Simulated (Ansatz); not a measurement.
# BaZrO3: optical spectrum from first principles

Wanted: where BaZrO3 starts to absorb, how strongly, and its refractive index.

Method: DFT, PBE, plane-wave PAW, default files, scalar-relativistic, independent-particle optical response without local fields, in Ansatz 0.2.0.

## Step 1: The starting structure

It takes space group Pm-3m (No. 221, cubic). The conventional cell has a = 4.191 Å, b = 4.191 Å, c = 4.191 Å, α = 90.00°, β = 90.00°, γ = 90.00°. Ba has 12 O at 2.96 Å nearest. Nearest to Zr lie 6 O at 2.10 Å. Nearest to O lie 2 Zr at 2.10 Å and 4 Ba at 2.96 Å. Farther neighbours and most contacts between anions are not listed.

## Step 2: Ground state and bands

The self-consistent density comes first; it also tells whether there is a gap, which decides the occupations and the need for a Drude term.

This step: DFT, PBE, plane-wave PAW, default files, scalar-relativistic, ground state (Ansatz 0.2.0).

Input file input.yaml:

```yaml
crystal:
  lattice:
    - [4.19134, 0.0, 0.0]
    - [0.0, 4.19134, 0.0]
    - [0.0, 0.0, 4.19134]
  atoms:
    - { symbol: Ba, position: [0.0, 0.0, 0.0] }
    - { symbol: Zr, position: [0.5, 0.5, 0.5] }
    - { symbol: O, position: [0.5, 0.5, 0.0] }
    - { symbol: O, position: [0.5, 0.0, 0.5] }
    - { symbol: O, position: [0.0, 0.5, 0.5] }
kpoints:
  mp_grid: { grid: [5, 5, 5] }
  band_path:
    path:
      - [[0.0, 0.0, 0.0], [0.0, 0.5, 0.0], [0.5, 0.5, 0.0], [0.0, 0.0, 0.0], [0.5, 0.5, 0.5], [0.0, 0.5, 0.0]]
      - [[0.5, 0.5, 0.0], [0.5, 0.5, 0.5]]
    npoints: 11
scf:
  occupations: { method: fermi_dirac, width: 0.05 }
  n_extra_bands: 9
hamiltonian:
  xc: pbe
  pseudopotentials: { kind: paw }
output:
  forces: true
  stress: true
  populations: true
  write_bands: true
```

Started as:

```
$ ansatz run input.yaml --threads 2 --pin off --max-ram 5120MiB --backend cpu --events-out ev --progress --plain --runs-dir out
```

Numbers of over 12 decimals in the logs are rounded to 6 here.

What it wrote:

```text
scf.n_extra_bands = 9 over 20 filled bands (N_el = 40.0): the run solves 29 bands
Engine: ansatz 0.2.0, aarch64-unknown-linux-gnu
Pseudopotentials: kind: paw
Pseudopotential: Ba, paw, valence charge 10, recommended cutoff 420 eV (normal), Ba.paw.azcp
Pseudopotential: Zr, paw, valence charge 12, recommended cutoff 420 eV (normal), Zr.paw.azcp
Pseudopotential: O, paw, valence charge 6, recommended cutoff 420 eV (normal), O.paw.azcp
Functional definition: PBE
  parameter kappa = 0.804
  parameter beta = 0.066725
  exchange = pbe_x(kappa = kappa, mu = beta*pi^2/3)
  correlation = pbe_c(beta = beta)
Crystal: 5 atoms, lattice volume = 73.631 Å³
Basis set: ecut = 420 eV, 1419 PW (Γ), exchange–correlation on 60×60×60 points (8 copies of the dense FFT grid, shifted against one another)
Bands: 29, of which v1, the nominal top of the filled ones, is band 20 counted from 1 (19 counted from 0)
Symmetry: 48 space group operations
Space group: Pm-3m (ITA 221), of the structure as read, at distance tolerance 4.2e-5 Å
k-points: 10 of 125
Non-local potential: Ba, projectors of the file, l = 0: 3, l = 1: 2, l = 2: 2, l = 3: 2
Non-local potential: Zr, projectors of the file, l = 0: 3, l = 1: 2, l = 2: 2, l = 3: 2
Non-local potential: O, projectors of the file, l = 0: 2, l = 1: 2, l = 2: 1
PAW form: soft (Blöchl's): semilocal exchange-correlation on the pseudo side does not see the compensation charge
PAW one-centre angular grid: Ba, 194 points (default); XC on 64 Gauss nodes
PAW one-centre angular grid: Zr, 590 points (default); XC on 64 Gauss nodes
PAW one-centre angular grid: O, 110 points (default); XC on 64 Gauss nodes
Initial density: superposition of atomic densities (neutral atoms: chi_scale 0, normalization atom), corrected by the library's trained network
Initial wavefunctions: pseudopotential atomic-orbital guess
Functional: x = pbe(κ = 0.804, μ = 0.219515), c = pbe(β = 0.066725)
SCF iter   1: F=—  HF=-11844.669856 eV  |F-HF|=—  |Δ(HF+E_count)|=         —  Δρ=8.35e-4  dr2=3.69e-4  ethr=1.77e-3  ⟨swp⟩=7.7  Hψ=1585  notcnv=0  defer=3
preconditioner: auto → Resta (q_TF=auto, 2.464 Å⁻¹)  ε∞=3.4  [insulator: Δε(μ)=3.333 eV  Ē_g=17.244 eV  σ=0.050 eV  W_gap=1.00  n_scr=18 (ndim 8)  ℏωp=26.7 eV  f_vac=0.000  D(μ)=0.00/eV (n_scr^D=0)  ε∞_Penn≈3.4]
SCF iter   2: F=—  HF=-11844.669954 eV  |F-HF|=—  |Δ(HF+E_count)|=   9.80e-5  Δρ=7.50e-4  dr2=3.17e-4  ethr=9.23e-7  ⟨swp⟩=2.3  Hψ=573  notcnv=0  defer=8
SCF iter   3: F=—  HF=-11844.669976 eV  |F-HF|=—  |Δ(HF+E_count)|=   2.17e-5  Δρ=3.81e-4  dr2=7.93e-5  ethr=7.93e-7  ⟨swp⟩=1.9  Hψ=364  notcnv=0  defer=8
SCF iter   4: F=—  HF=-11844.669939 eV  |F-HF|=—  |Δ(HF+E_count)|=   3.66e-5  Δρ=5.66e-5  dr2=1.04e-6  ethr=1.98e-7  ⟨swp⟩=2.0  Hψ=368  notcnv=0  defer=8
iter 5 did not close the SCF: its close was put off for the readings that it lacked (scf_convergence_deferred on its scf_iter line)
SCF iter   5: F=-11844.669940 eV  HF=-11844.669940 eV  |F-HF|=5.02e-8  |Δ(HF+E_count)|=   8.72e-7  Δρ=1.20e-5  dr2=9.11e-8  ethr=2.59e-9  ⟨swp⟩=2.2  Hψ=458  notcnv=0  defer=8
SCF iter   6: F=-11844.669940 eV  HF=-11844.669940 eV  |F-HF|=9.95e-9  |Δ(HF+E_count)|=  7.64e-11  Δρ=3.89e-6  dr2=1.32e-8  ethr=2.28e-10  ⟨swp⟩=8.7  Hψ=1428  notcnv=0
SCF 1 converged in 6 iterations: F = -11844.669940 eV  dr2 = 1.32e-8
  greatest PAW one-centre occupation: 0.995 electrons in one spin orbital (limit 2), on the Zr atom at site 1 (counted from 0), in its partial waves of l = 0
NSCF: frozen V_eff on 68 k-points
SCF converged after 6 iterations
Free energy (F): -11844.669940 eV
Harris-Foulkes:  -11844.669940 eV  (|F-HF|=9.95e-9)
Internal energy: -11844.669940 eV  (E = F + TS)
E sigma→0 (E₀):  -11844.669940 eV
Fermi energy:    11.445404 eV
--- Per-component energies (eV) ---
  E_band       = -90.945785
  E_kinetic    = 1034.025454
  E_local      = -1940.226584  (includes V_loc(G=0)·N_el)
  E_nonlocal   = 275.976320
  E_hartree    = 688.072661
  E_xc         = -556.320752
  E_vxc        = -615.807770  (∫ρ·V_xc dr)
  E_paw        = -8652.427414  (= ΣΔE_a)
  E_vpaw       = -221.061632  (= ΣTr[D̂ρ^β])
  E_aug_tail   = 0.007365  (compensation charges beyond the density's cutoff)
  E_ewald      = -2693.776990
  E_smearing   = -0.000000  (= −TS)
  E_closure    = -0.000000  (closes the sum)
  Σ components = -11844.669940   (vs F -11844.669940, Δ=0.00e0)
--- Forces (eV/Å), atoms counted from 1 ---
  atom   1  Ba    -0.00000000    -0.00000000     0.00000000
  atom   2  Zr     0.00000000    -0.00000000     0.00000000
  atom   3  O     -0.00000000    -0.00000000     0.00000000
  atom   4  O     -0.00000000    -0.00000000     0.00000000
  atom   5  O      0.00000000     0.00000000     0.00000000
  max |Σ_I F_I| component: 6.49e-29 eV/Å
--- Stress (GPa, compression-positive) ---
        4.053420       0.000000       0.000000
        0.000000       4.053420       0.000000
        0.000000       0.000000       4.053420
  P = ⅓ Tr σ = 4.0534 GPa (40.534 kbar)
--- Band table (eV; the first three rows and the last of 10) ---
  k-point 0: bands = [... 16 lower, 8.8323, 9.6346, 9.6346, 9.6346, 13.0698, 13.0698, 13.0698, 14.5808, ... 5 higher]
  k-point 1: bands = [... 16 lower, 8.5868, 8.8128, 9.5230, 9.5230, 13.1838, 13.8900, 13.8900, 15.1542, ... 5 higher]
  k-point 2: bands = [... 16 lower, 8.1632, 8.2457, 9.4179, 9.4179, 13.3958, 15.2757, 15.2757, 16.1534, ... 5 higher]
  k-point 9: bands = [... 16 lower, 7.3592, 9.6141, 9.6141, 9.7248, 15.8525, 16.0132, 16.0132, 16.8269, ... 5 higher]
--- Löwdin populations: 5 sites ---
  site symbol       q [e]
     0     Ba      8.2044
     1     Zr     10.7864
     2      O      6.8771
     3      O      6.8771
     4      O      6.8771
  spilling = 0.009451 (of n_electrons = 40.000000)
```

Elapsed: 2.9 s, on 2 threads of Arm Neoverse V1, shared host; peak memory 0.36 GiB.

Numbers from this step:

| Property | Result |
| --- | --- |
| free energy | -11844.6699 eV |
| Fermi energy | 11.45 eV |
| gap by band count | 3.345 eV |
| electrons | 40 |
| symmetry operations | 48 |
| pressure | 4.053 GPa |
| gap on the k-mesh | 3.345 eV |
| volume | 73.63 Å³ |
| gap on the path | 3.239 eV |
| least direct gap on the path | 3.435 eV |

There is a gap, 3.24 eV on the path, so no carriers' term is needed. The cell is left with a pressure of 4.1 GPa, as it stands unrelaxed at this level.

Electronic bands along the path, in eV, zero at the Fermi level; v1 is the highest filled band, c1 the lowest empty one:

```
          point     v4     v3     v2     v1    c1    c2    c3    c4
              Γ  -2.61  -1.81  -1.81  -1.81  1.62  1.62  1.62  3.13
0.45 of the way  -2.91  -2.76  -1.94  -1.94  1.77  2.64  2.64  3.85
              X  -3.33  -3.25  -2.04  -2.04  1.99  4.11  4.11  4.90
0.55 of the way  -2.84  -2.69  -2.29  -1.98  3.19  4.09  4.35  5.52
              M  -2.52  -2.52  -2.38  -1.66  4.10  4.10  4.90  4.96
0.45 of the way  -3.00  -2.58  -2.20  -2.07  3.06  3.13  3.44  5.04
              Γ  -2.61  -1.81  -1.81  -1.81  1.62  1.62  1.62  3.13
0.45 of the way  -3.43  -2.32  -2.32  -2.21  3.18  3.18  3.42  5.16
              R  -4.11  -1.61  -1.61  -1.61  4.46  4.46  4.46  5.38
0.55 of the way  -3.40  -2.49  -2.21  -2.13  3.47  4.28  4.36  5.80
              X  -3.33  -3.25  -2.04  -2.04  1.99  4.11  4.11  4.90
      jump to M  -2.52  -2.52  -2.38  -1.66  4.10  4.10  4.90  4.96
0.45 of the way  -3.72  -2.15  -2.15  -1.64  4.38  4.38  4.79  5.14
              R  -4.11  -1.61  -1.61  -1.61  4.46  4.46  4.46  5.38
```

## Step 3: Spectrum

With the density converged, the vertical transitions are summed over the zone.

This step: DFT, PBE, plane-wave PAW, default files, scalar-relativistic, independent-particle optical response without local fields (Ansatz 0.2.0).

input.yaml, the sections that differ from step 2:

```yaml
kpoints:
  mp_grid: { grid: [5, 5, 5] }
scf:
  occupations: { method: fixed }
output:
  optics:
    e_range: [0, 25]
    de: 0.05
    sigma: 0.1
    nscf_kmesh: { grid: [6, 6, 6] }
    bands: auto
# crystal, hamiltonian: as in step 2
```

What it wrote:

```text
[...]
Crystal: 5 atoms, lattice volume = 73.631 Å³
Basis set: ecut = 420 eV, 1419 PW (Γ)
Bands: 25, of which v1, the nominal top of the filled ones, is band 20 counted from 1 (19 counted from 0)
Symmetry: 48 space group operations
[...]
k-points: 10 of 125
[...]
SCF iter   1: F=—  HF=-11844.669935 eV  |F-HF|=—  |Δ(HF+E_count)|=         —  Δρ=8.10e-4  dr2=2.05e-4  ethr=1.77e-3  ⟨swp⟩=4.5  Hψ=1066  notcnv=0  defer=24
[...]
SCF iter  10: F=-11844.669869 eV  HF=-11844.669869 eV  |F-HF|=1.82e-12  |Δ(HF+E_count)|=  1.82e-12  Δρ=1.16e-8  dr2=7.91e-14  ethr=1.00e-12  ⟨swp⟩=8.8  Hψ=1092  notcnv=0
SCF 1 converged in 10 iterations: F = -11844.669869 eV  dr2 = 7.91e-14
[...]
NSCF: frozen V_eff on 20 k-points
output.optics: what the bands over the 89 summed would add to eps1, eps2 and the energy-loss function is held between a lower and an upper bound (8 Lanczos steps). eps1, eps2 and their loss function (loss_summed_bands) are given on every row as the summed bands alone make them. Along an axis, on a row where the two bounds hold the loss function to about 1 % of the greater of itself and 0.5 % of |1/eps|, its cell (loss_completed) is given, with the completed eps1 and eps2 that it is formed of (a cell that is left empty reads nan in the table and null in the record). The two bounds hold it so along every axis on all 501 rows up to 25.000 eV. [rest of the remark cut]
SCF converged after 10 iterations
Free energy (F): -11844.669869 eV
[...]
Internal energy: -11844.669869 eV  (E = F + TS)
E sigma→0 (E₀):  -11844.669869 eV
Fermi energy:    9.724840 eV
[...]
--- Band table (eV; the first three rows and the last of 10) ---
  k-point 0: bands = [... 16 lower, 8.8324, 9.6349, 9.6349, 9.6349, 13.0698, 13.0698, 13.0698, 14.5808, ... 1 higher]
  k-point 1: bands = [... 16 lower, 8.5869, 8.8129, 9.5233, 9.5233, 13.1838, 13.8900, 13.8900, 15.1542, ... 1 higher]
  k-point 2: bands = [... 16 lower, 8.1633, 8.2458, 9.4183, 9.4183, 13.3958, 15.2757, 15.2757, 16.1534, ... 1 higher]
  k-point 9: bands = [... 16 lower, 7.3593, 9.6142, 9.6142, 9.7248, 15.8525, 16.0132, 16.0132, 16.8269, ... 1 higher]
```

It took 49 s on 2 threads; peak memory 0.93 GiB; 96 s of CPU time.

This step gave:

| Item | Value |
| --- | --- |
| electronic dielectric constant ε∞, mean over x, y and z (by symmetry where fewer were run) | 4.986 |
| absorption onset, first axis (α over 10⁴ cm⁻¹, or the direct gap if that lies higher) | 3.490 eV |
| main peak of Im epsilon, first axis | 6.288 eV |
| photocurrent from vertical transitions in a film 500 nm thick on a perfect mirror (two passes), AM1.5G, no front reflection, all carriers collected | 0.4452 mA/cm² |
| least direct gap on the mesh | 3.435 eV |
| bands summed | 89 |
| spectra valid up to | 42.44 eV |
| program's estimate of the k-sum error in Im epsilon | 0.08 % |
| electrons in the f-sum | 32.66 |

The Im ε, any direction has structure finer than the step of the table below, so its rows give means over 1 eV, whole bins alone (the curve runs from 0 to 25 eV). Peaks (eV: height): 6.3: 9.44, 8.0: 8.03, 9.4: 7.19, 19.0: 4.70.

The Im ε, any direction by photon energy; means over each step:

photon energy (eV), Im ε, any direction and a bar:
```
        2       0.00 
        3       0.01 
        4       1.05 #####
        5       3.62 ################
        6       6.78 ##############################
        7       3.37 ###############
        8       5.89 ##########################
        9       5.38 ########################
       10       5.56 #########################
       11       2.76 ############
       12       1.39 ######
       13       0.93 ####
       14       0.90 ####
       15       0.73 ###
       16       1.86 ########
       17       2.85 #############
       18       3.68 ################
       19       3.34 ###############
       20       1.39 ######
       21       1.59 #######
       22       1.03 #####
       23       0.64 ###
       24       0.49 ##
```

Re ε, any direction against photon energy:

| photon energy (eV) | Re ε, any direction |
| --- | --- |
| 0.0 | 4.99 |
| 0.5 | 5.00 |
| 1.0 | 5.06 |
| 1.5 | 5.16 |
| 2.0 | 5.32 |
| 2.5 | 5.57 |
| 3.0 | 5.95 |
| 3.5 | 6.75 |
| 4.0 | 7.51 |
| 4.5 | 7.92 |
| 5.0 | 7.61 |
| 5.5 | 7.12 |
| 6.0 | 6.81 |
| 6.5 | 0.465 |
| 7.0 | 2.79 |
| 7.5 | 5.35 |
| 8.0 | 3.18 |
| 8.5 | 2.03 |
| 9.0 | 3.09 |
| 9.5 | 0.951 |
| 10.0 | -0.702 |
| 10.5 | -1.71 |
| 11.0 | -1.19 |
| 11.5 | -0.997 |
| 12.0 | -0.517 |
| 12.5 | 0.139 |
| 13.0 | 0.193 |
| 13.5 | 0.910 |
| 14.0 | 1.09 |
| 14.5 | 1.17 |
| 15.0 | 1.84 |
| 15.5 | 2.45 |
| 16.0 | 2.39 |
| 16.5 | 2.43 |
| 17.0 | 2.17 |
| 17.5 | 1.96 |
| 18.0 | 0.719 |
| 18.5 | 0.0276 |
| 19.0 | -0.634 |
| 19.5 | -1.52 |
| 20.0 | -0.672 |
| 20.5 | -0.0212 |
| 21.0 | -0.540 |
| 21.5 | -0.495 |
| 22.0 | -0.447 |
| 22.5 | -0.445 |
| 23.0 | -0.163 |
| 23.5 | -0.0813 |
| 24.0 | 0.110 |
| 24.5 | 0.245 |
| 25.0 | 0.200 |

Refractive index n and extinction k against photon energy:

```csv
photon energy (eV),n,k
0,2.23,0
1,2.25,0
2,2.31,0
3,2.44,0
4,2.75,0.182
5,2.83,0.637
6,2.83,1.09
7,1.82,0.728
8,2.43,1.65
9,2.09,1.14
10,1.55,1.77
11,0.900,1.41
12,0.634,0.959
13,0.772,0.636
14,1.14,0.450
15,1.38,0.219
16,1.66,0.606
17,1.70,0.852
18,1.45,1.18
19,1.43,1.64
20,0.643,1.04
21,0.817,1.10
22,0.582,0.886
23,0.489,0.634
24,0.528,0.412
25,0.621,0.430
```

Values under 1 per cm are given as 1. Absorption coefficient, any direction against photon energy:

| photon energy (eV) | absorption coefficient, any direction (1/cm) |
| --- | --- |
| 0.00 | 1 |
| 1.00 | 1 |
| 2.00 | 1 |
| 3.00 | 1 |
| 4.00 | 73603 |
| 5.00 | 3.2e5 |
| 6.00 | 6.6e5 |
| 7.00 | 5.2e5 |
| 8.00 | 1.3e6 |
| 9.00 | 1.0e6 |
| 10.00 | 1.8e6 |
| 11.00 | 1.6e6 |
| 12.00 | 1.2e6 |
| 13.00 | 8.4e5 |
| 14.00 | 6.4e5 |
| 15.00 | 3.3e5 |
| 16.00 | 9.8e5 |
| 17.00 | 1.5e6 |
| 18.00 | 2.1e6 |
| 19.00 | 3.2e6 |
| 20.00 | 2.1e6 |
| 21.00 | 2.3e6 |
| 22.00 | 2.0e6 |
| 23.00 | 1.5e6 |
| 24.00 | 1.0e6 |
| 25.00 | 1.1e6 |

The loss function −Im 1/ε at q → 0, any direction has structure finer than the step of the table below, so its rows give means over 1 eV, whole bins alone (the curve runs from 0 to 25 eV). Peaks (eV: height): 13.2: 1.20, 20.3: 0.787, 23.9: 2.30.

Table of loss function −Im 1/ε at q → 0, any direction by energy loss; means over each step:

| energy loss (eV) | loss function −Im 1/ε at q → 0, any direction |
| --- | --- |
| 2 | 0 |
| 3 | 2.6e-4 |
| 4 | 0.0173 |
| 5 | 0.0503 |
| 6 | 0.0828 |
| 7 | 0.168 |
| 8 | 0.126 |
| 9 | 0.153 |
| 10 | 0.175 |
| 11 | 0.310 |
| 12 | 0.671 |
| 13 | 0.874 |
| 14 | 0.483 |
| 15 | 0.199 |
| 16 | 0.188 |
| 17 | 0.220 |
| 18 | 0.253 |
| 19 | 0.263 |
| 20 | 0.597 |
| 21 | 0.579 |
| 22 | 0.802 |
| 23 | 1.43 |
| 24 | 1.89 |

Optical constants at common wavelengths, from n + ik = √ε:

```
wavelength (nm)     n      k  R (%)        1/α
            800  2.28  0.000   15.2  over 1 mm
            633  2.30  0.000   15.6  over 1 mm
            532  2.34  0.000   16.1  over 1 mm
            450  2.40  0.000   16.9  over 1 mm
            365  2.56  0.007   19.2     3.9 µm
            248  2.83  0.637   24.9      31 nm
            193  2.15  1.866   35.9     8.2 nm
```

Rows near the edge hang on the gap, which this functional as a rule makes too small, and phonon-assisted absorption is left out.

A film 1 µm thick would pass 72 % of daylight and look colourless, dimmed by reflection in transmission (x = 0.315, y = 0.331).

The f-sum over the summed bands holds 32.7 of the cell's 40 electrons outside the frozen cores, 16 of which lie in bands more than 12 eV below the Fermi level, whose transitions come at higher energies. Up to 25 eV the strength has a mean oscillator energy of 10.4 eV, well above the main peak, so higher transitions carry much of it.

(Continued in part 2 of 2.)

[Logs are printed without paths, hosts, clocks, repeated set-up lines and the standing remarks that a program may print on its own settings, such as how far it seeks lower states.]

[Hosts, paths, dates, database ids (printed as entryN), source tags and the programs' standing remarks are cut or masked in the printed files.]
